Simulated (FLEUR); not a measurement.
# Collinear magnetic orders of Mn3InC with FLEUR

A self-consistent run ends on one state, which hangs on the start. Several orders of Mn3InC are started in FLEUR and their energies compared.

Program: FLEUR MaX-R8.1. Level of theory: LDA (VWN); all-electron FLAPW, Dirac cores, scalar-relativistic bands. Results are calculated unless marked as measured.

## (1) The starting structure

It takes space group Pm-3m (No. 221, cubic). Conventional cell: a = 3.949 Å, b = 3.949 Å, c = 3.949 Å, α = 90.00°, β = 90.00°, γ = 90.00°. Mn has 2 C at 1.97 Å and 4 In at 2.79 Å and 8 Mn at 2.79 Å nearest. Nearest to In lie 12 Mn at 2.79 Å. Nearest to C lie 6 Mn at 1.97 Å. Farther neighbours are not listed.

Structure file:

```xyz
5
Lattice="3.9487 0.0000 0.0000 0.0000 3.9487 0.0000 0.0000 0.0000 3.9487" Properties=species:S:1:pos:R:3 pbc="T T T"
Mn    1.9743    0.0000    0.0000
Mn    0.0000    0.0000    1.9743
Mn    0.0000    1.9743    0.0000
In    1.9743    1.9743    1.9743
C     0.0000    0.0000    0.0000
```

The cell comes from a database of computed structures and need not be the stable phase.

## (2) Start 1: ferro +++

The parallel start is the test of whether parallel moments hold.

inpgen writes inp.xml from crystal.txt; cutoffs, mixing, functional, smearing and local orbitals are then set in the file. The k list default-1 (kpts.xml, not shown) is a Γ-centred 8×8×8 mesh; where the ranks do not divide the number of points, some are split in two of half the weight.

Contents of inp.xml:

```
<?xml version="1.0" encoding="UTF-8" standalone="no"?>
<fleurInput fleurInputVersion="0.39">
   <comment>
      Mn3InC
   </comment>
   <calculationSetup>
      <cutoffs Kmax="4.4" Gmax="13.2" GmaxXC="13.2" numbands="0"/>
      <scfLoop itmax="90" minDistance="0.00002" maxIterBroyd="15" imix="Anderson" alpha="0.05" precondParam="0.0" spinf="2.0" sdNocoIR="T"/>
      <coreElectrons ctail="T" frcor="F" kcrel="0" coretail_lmax="0"/>
      <xcFunctional name="vwn" relativisticCorrections="F"/>
      <magnetism jspins="2"/>
      <soc l_soc="F" theta="0.0" phi="0.0" spav="F"/>
      <expertModes spex="0" secvar="F"/>
      <geometryOptimization l_f="F" forcealpha="1.0" forcemix="BFGS" epsdisp="0.00001" epsforce="0.00001"/>
      <ldaU l_linMix="F" mixParam="0.05" spinf="1.0"/>
   </calculationSetup>
   <cell>
      <bzIntegration valenceElectrons="62.0" mode="hist" fermiSmearingEnergy="0.00293995">
         <kPointListSelection listName="default-1"/>
         <xi:include xmlns:xi="http://www.w3.org/2001/XInclude" href="kpts.xml"> </xi:include>
      </bzIntegration>
      <xi:include xmlns:xi="http://www.w3.org/2001/XInclude" href="sym.xml"> </xi:include>
      <bulkLattice scale="1.0">
         <bravaisMatrix>
            <row-1>    7.4618954077936586     0.0000000000000000     0.0000000000000000</row-1>
            <row-2>    0.0000000000000000     7.4618954077936586     0.0000000000000000</row-2>
            <row-3>    0.0000000000000000     0.0000000000000000     7.4618954077936586</row-3>
         </bravaisMatrix>
      </bulkLattice>
   </cell>
   <atomSpecies>
      <species name="Manganese 3.502" element="Mn" atomicNumber="25">
         <mtSphere radius="2.32" gridPoints="767" logIncrement="0.016"/>
         <atomicCutoffs lmax="8" lnonsphr="6"/>
         <electronConfig flipSpins="F">
            <coreConfig>(1s1/2) (2s1/2) (2p1/2) (2p3/2)</coreConfig>
            <valenceConfig>(3s1/2) (3p1/2) (3p3/2) (4s1/2) (3d3/2) (3d5/2)</valenceConfig>
            <stateOccupation state="(3d3/2)" spinUp="1.251" spinDown="0.749"/>
            <stateOccupation state="(3d5/2)" spinUp="3.0" spinDown="0.0"/>
         </electronConfig>
         <energyParameters s="4" p="4" d="3" f="4"/>
         <lo type="SCLO" l="0" n="3" eDeriv="0"/>
         <lo type="SCLO" l="1" n="3" eDeriv="0"/>
      </species>
      <species name="Indium (In)" element="In" atomicNumber="49">
         <mtSphere radius="2.8" gridPoints="925" logIncrement="0.014"/>
         <atomicCutoffs lmax="10" lnonsphr="8"/>
         <electronConfig flipSpins="F">
            <coreConfig>(1s1/2) (2s1/2) (2p1/2) (2p3/2) (3s1/2) (3p1/2) (3p3/2) (4s1/2) (3d3/2) (3d5/2) (4p1/2) (4p3/2)</coreConfig>
            <valenceConfig>(5s1/2) (4d3/2) (4d5/2) (5p1/2) (5p3/2)</valenceConfig>
            <stateOccupation state="(5p1/2)" spinUp="0.166667" spinDown="0.166667"/>
            <stateOccupation state="(5p3/2)" spinUp="0.333333" spinDown="0.333333"/>
         </electronConfig>
         <energyParameters s="5" p="5" d="5" f="4"/>
         <lo type="SCLO" l="2" n="4" eDeriv="0"/>
      </species>
      <species name="Carbon (C)" element="C" atomicNumber="6">
         <mtSphere radius="1.31" gridPoints="433" logIncrement="0.023"/>
         <atomicCutoffs lmax="6" lnonsphr="4"/>
         <electronConfig flipSpins="F">
            <coreConfig>(1s1/2)</coreConfig>
            <valenceConfig>(2s1/2) (2p1/2) (2p3/2)</valenceConfig>
            <stateOccupation state="(2p1/2)" spinUp="0.333333" spinDown="0.333333"/>
            <stateOccupation state="(2p3/2)" spinUp="0.666667" spinDown="0.666667"/>
         </electronConfig>
         <energyParameters s="2" p="2" d="3" f="4"/>
      </species>
   </atomSpecies>
   <atomGroups>
      <atomGroup species="Manganese 3.502">
         <relPos label="                   1">1.000/2.000 .0000000000 .0000000000</relPos>
         <relPos label="                   2">.0000000000 .0000000000 1.000/2.000</relPos>
         <relPos label="                   3">.0000000000 1.000/2.000 .0000000000</relPos>
         <force calculate="T" relaxXYZ="TTT"/>
      </atomGroup>
      <atomGroup species="Indium (In)">
         <relPos label="                   4">1.000/2.000 1.000/2.000 1.000/2.000</relPos>
         <force calculate="T" relaxXYZ="TTT"/>
      </atomGroup>
      <atomGroup species="Carbon (C)">
         <relPos label="                   5">.0000000000 .0000000000 .0000000000</relPos>
         <force calculate="T" relaxXYZ="TTT"/>
      </atomGroup>
   </atomGroups>
   <output dos="F" band="F" slice="F">
      <bandDOS minEnergy="-.5*Htr" maxEnergy="0.5*Htr" sigma="0.015" storeEVData="T"/>
      <plotting iplot="0" polar="F">
         <plot TwoD="T" vec1="  1.0  0.0  0.0" vec2="  0.0  1.0  0.0" vec3="  0.0  0.0  1.0" zero="  0.0  0.0  0.0" file="plot"/>
      </plotting>
      <moessbauerParams electricFieldGradient="F" isomerShift="F" coreHyperfine="F" valenceHyperfine="F"/>
   </output>
</fleurInput>
```

Contents of crystal.txt:

```
Mn3InC
&input film=F cartesian=F /
3.94866500000  0.00000000000  0.00000000000
0.00000000000  3.94866500000  0.00000000000
0.00000000000  0.00000000000  3.94866500000
1.8897261246
1.0 1.0 1.0

5
25 0.50000000000  0.00000000000  0.00000000000 : 3.502
25 0.00000000000  0.00000000000  0.50000000000 : 3.502
25 0.00000000000  0.50000000000  0.00000000000 : 3.502
49 0.50000000000  0.50000000000  0.50000000000
6 0.00000000000  0.00000000000  0.00000000000

&kpt div1=8 div2=8 div3=8 gamma=T /
```

Run with:

```bash
> OMP_NUM_THREADS=1 inpgen -f crystal.txt > inpgen.log  # inp.xml is then edited as shown
> OMP_NUM_THREADS=1 mpirun -n 4 fleur_MPI > fleur.log
```

The program printed:

```text
Welcome to FLEUR        (www.flapw.de)
      MaX-Release 8.1          (www.max-centre.eu)

 ========== k-point set info ==========
 Selected k-point list: default-1
 k-point list type: mesh
 0 x 0 x 0
 Number of k points: 36

 ------------Calculation Setup---------------------------
 Number of MPI-tasks      :            4
 Number of PE/node        :            4
 Number of OMP-threads    :            1
 k-points in parallel     :            4
 pe's per k-point         :            1
 No of k-point loops      :            9
 Eigenvalue solver        :       lapack
 Number of basis functions:          674
 Approximate size of matrices (H+S) per k-point:         0.007 GB
 --------------------------------------------------------
Nuclear radius smaller than smallest radial mesh point for atom type 3 -- skipping its core isomer shift
 Iteration:     1   Distance:      20.84333354 me/bohr^3
Nuclear radius smaller than smallest radial mesh point for atom type 3 -- skipping its core isomer shift
 Iteration:     2   Distance:      17.42895883 me/bohr^3
Nuclear radius smaller than smallest radial mesh point for atom type 3 -- skipping its core isomer shift
 Iteration:     3   Distance:      12.19610697 me/bohr^3
Nuclear radius smaller than smallest radial mesh point for atom type 3 -- skipping its core isomer shift
 Iteration:     4   Distance:      11.34537710 me/bohr^3
Nuclear radius smaller than smallest radial mesh point for atom type 3 -- skipping its core isomer shift
 Iteration:     5   Distance:      10.37410134 me/bohr^3
Nuclear radius smaller than smallest radial mesh point for atom type 3 -- skipping its core isomer shift
 Iteration:     6   Distance:      12.29922348 me/bohr^3
Nuclear radius smaller than smallest radial mesh point for atom type 3 -- skipping its core isomer shift
 Iteration:     7   Distance:       6.61844028 me/bohr^3
Nuclear radius smaller than smallest radial mesh point for atom type 3 -- skipping its core isomer shift
 Iteration:     8   Distance:       5.89410240 me/bohr^3
Nuclear radius smaller than smallest radial mesh point for atom type 3 -- skipping its core isomer shift
 Iteration:     9   Distance:       4.21543753 me/bohr^3
Nuclear radius smaller than smallest radial mesh point for atom type 3 -- skipping its core isomer shift
 Iteration:    10   Distance:       3.85756686 me/bohr^3
Nuclear radius smaller than smallest radial mesh point for atom type 3 -- skipping its core isomer shift
[... 17 iterations left out ...]
 Iteration:    28   Distance:       0.00084687 me/bohr^3
Nuclear radius smaller than smallest radial mesh point for atom type 3 -- skipping its core isomer shift
 Iteration:    29   Distance:       0.00066859 me/bohr^3
Nuclear radius smaller than smallest radial mesh point for atom type 3 -- skipping its core isomer shift
 Iteration:    30   Distance:       0.00057768 me/bohr^3
Nuclear radius smaller than smallest radial mesh point for atom type 3 -- skipping its core isomer shift
 Iteration:    31   Distance:       0.00033607 me/bohr^3
Nuclear radius smaller than smallest radial mesh point for atom type 3 -- skipping its core isomer shift
 Iteration:    32   Distance:       0.00014842 me/bohr^3
Nuclear radius smaller than smallest radial mesh point for atom type 3 -- skipping its core isomer shift
 Iteration:    33   Distance:       0.00009427 me/bohr^3
Nuclear radius smaller than smallest radial mesh point for atom type 3 -- skipping its core isomer shift
 Iteration:    34   Distance:       0.00007247 me/bohr^3
Nuclear radius smaller than smallest radial mesh point for atom type 3 -- skipping its core isomer shift
 Iteration:    35   Distance:       0.00003210 me/bohr^3
Nuclear radius smaller than smallest radial mesh point for atom type 3 -- skipping its core isomer shift
 Iteration:    36   Distance:       0.00003697 me/bohr^3
Nuclear radius smaller than smallest radial mesh point for atom type 3 -- skipping its core isomer shift
 Iteration:    37   Distance:       0.00000776 me/bohr^3

 ********************************************************************
 Run finished successfully
 Stop message:
   all done
 ********************************************************************

--- out.xml (last complete iteration) ---
<iteration numberForCurrentRun="   37" overallNumber="   37">
         [... left out ...]
         <bandgap value="0.0080993591" units="eV"/>
         <sumValenceSingleParticleEnergies value="-31.4201162268" units="Htr"/>
         <FermiEnergy value="0.4188872581" units="Htr"/>
         <valenceDensity>
            <mtCharges spin="1">
               <mtCharge atomType="1" total="7.8319144" s="1.1535431" p="3.1897639" d="3.4647309" f="0.0181999"/>
               <mtCharge atomType="2" total="6.0726746" s="0.4820010" p="0.5117917" d="5.0246421" f="0.0395511"/>
               <mtCharge atomType="3" total="0.8746510" s="0.3203588" p="0.5449934" d="0.0084293" f="0.0007699"/>
            </mtCharges>
            <mtCharges spin="2">
               <mtCharge atomType="1" total="6.0965326" s="1.1498853" p="3.1891124" d="1.7329086" f="0.0186643"/>
               <mtCharge atomType="2" total="6.1471665" s="0.5115765" p="0.6031208" d="4.9971242" f="0.0276400"/>
               <mtCharge atomType="3" total="0.9680756" s="0.3317483" p="0.6292391" d="0.0064780" f="0.0005560"/>
            </mtCharges>
            <spinDependentCharge spin="1" total="33.5361417" interstitial="3.0930729" mtSpheres="30.4430687"/>
            <spinDependentCharge spin="2" total="28.4638583" interstitial="3.0590185" mtSpheres="25.4048398"/>
            <totalCharge value="62.0000000000"/>
         </valenceDensity>
         [... left out ...]
         <allElectronCharges>
            <spinDependentCharge spin="1" total="67.5361416" interstitial="3.0937691" mtSpheres="64.4423725"/>
            <spinDependentCharge spin="2" total="62.4638583" interstitial="3.0597169" mtSpheres="59.4041414"/>
            <totalCharge value="129.9999999757"/>
         </allElectronCharges>
         <magneticMomentsInMTSpheres units="muBohr">
            <globalMagMoment atomType="1" vec="0.00000   0.00000   1.73538"/>
            <localMagMoment atomType="1" vec="0.00000   0.00000   1.73538"/>
            <globalMagMoment atomType="2" vec="0.00000   0.00000  -0.07449"/>
            <localMagMoment atomType="2" vec="0.00000   0.00000  -0.07449"/>
            <globalMagMoment atomType="3" vec="0.00000   0.00000  -0.09342"/>
            <localMagMoment atomType="3" vec="0.00000   0.00000  -0.09342"/>
         </magneticMomentsInMTSpheres>
         <moessbauerParams unitsHFF="kG" unitsIS="e/bohr^3" unitsEFG="Htr/bohr^2">
         </moessbauerParams>
         <totalEnergy value="    -9385.6262037252" units="Htr">
            <sumOfEigenvalues value="    -5551.9975361379">
               <coreElectrons value="-5520.5774199110"/>
               <valenceElectrons value="-31.4201162268"/>
            </sumOfEigenvalues>
            <densityCoulombPotentialIntegral value="-14864.2667380638"/>
            <densityEffectivePotentialIntegral value="-15275.4925577546"/>
            <chargeDenXCDenIntegral value="-310.4442904181"/>
            <FockExchangeEnergyValence value="0.0000000000"/>
            <FockExchangeEnergyCore value="0.0000000000"/>
            <atomTypeDependentContributions atomType="1">
               <electronNucleiInteractionDifferentMTs value="4140.0865665818"/>
               <MadelungTerm value="-31.3899667694"/>
            </atomTypeDependentContributions>
            <atomTypeDependentContributions atomType="2">
               <electronNucleiInteractionDifferentMTs value="7131.9761700855"/>
               <MadelungTerm value="-17.3236553174"/>
            </atomTypeDependentContributions>
            <atomTypeDependentContributions atomType="3">
               <electronNucleiInteractionDifferentMTs value="40.8237383411"/>
               <MadelungTerm value="-4.9434687968"/>
            </atomTypeDependentContributions>
            <tkbTimesEntropy value="0.0044804055"/>
            <freeEnergy value="-9385.6306841308"/>
            <extrapolationTo0K value="-9385.6284439280"/>
         </totalEnergy>
         <densityConvergence units="me/bohr^3">
            <chargeDensity spin="1" distance="0.0000047940"/>
            <chargeDensity spin="2" distance="0.0000054610"/>
            <overallChargeDensity distance="0.0000077647"/>
            <spinDensity distance="0.0000067320"/>
         </densityConvergence>
      </iteration>
```

The job ended after 2.4 min (4 MPI ranks of Arm Neoverse V1, shared host; peak memory 0.31 GiB).

Spin moment in the muffin-tin sphere by atom:

```
atom  spin moment in the muffin-tin sphere (μB)
 Mn1                                       1.74
 Mn2                                       1.74
 Mn3                                       1.74
 In4                                      -0.07
  C5                                      -0.09
```

Numbers from this step:

```yaml
free_energy: -255396.0217 eV
program_s_band_gap_on_this_mesh_in_a_metal_only_a_level_spacing: 0.008099 eV
magnetization: 5.072 μB
final_state: ferromagnetic, with opposed induced moments
```

After 37 cycles the largest moment stands at 1.74 μB.

(Part 1 of 3 ends here.)

[Logs and program files are shortened in this print: banners, set-up blocks, solver, clock and traceback lines can be left out without a mark of their own.]

[Logs are printed without paths, hosts, clocks, repeated set-up lines and the standing remarks that a program may print on its own settings, such as how far it seeks lower states.]

[Hosts, paths, dates, database ids (printed as entryN), source tags and the programs' standing remarks are cut or masked in the printed files.]

[Where a cell is said to come from a database of computed structures, the database is the Materials Project.]
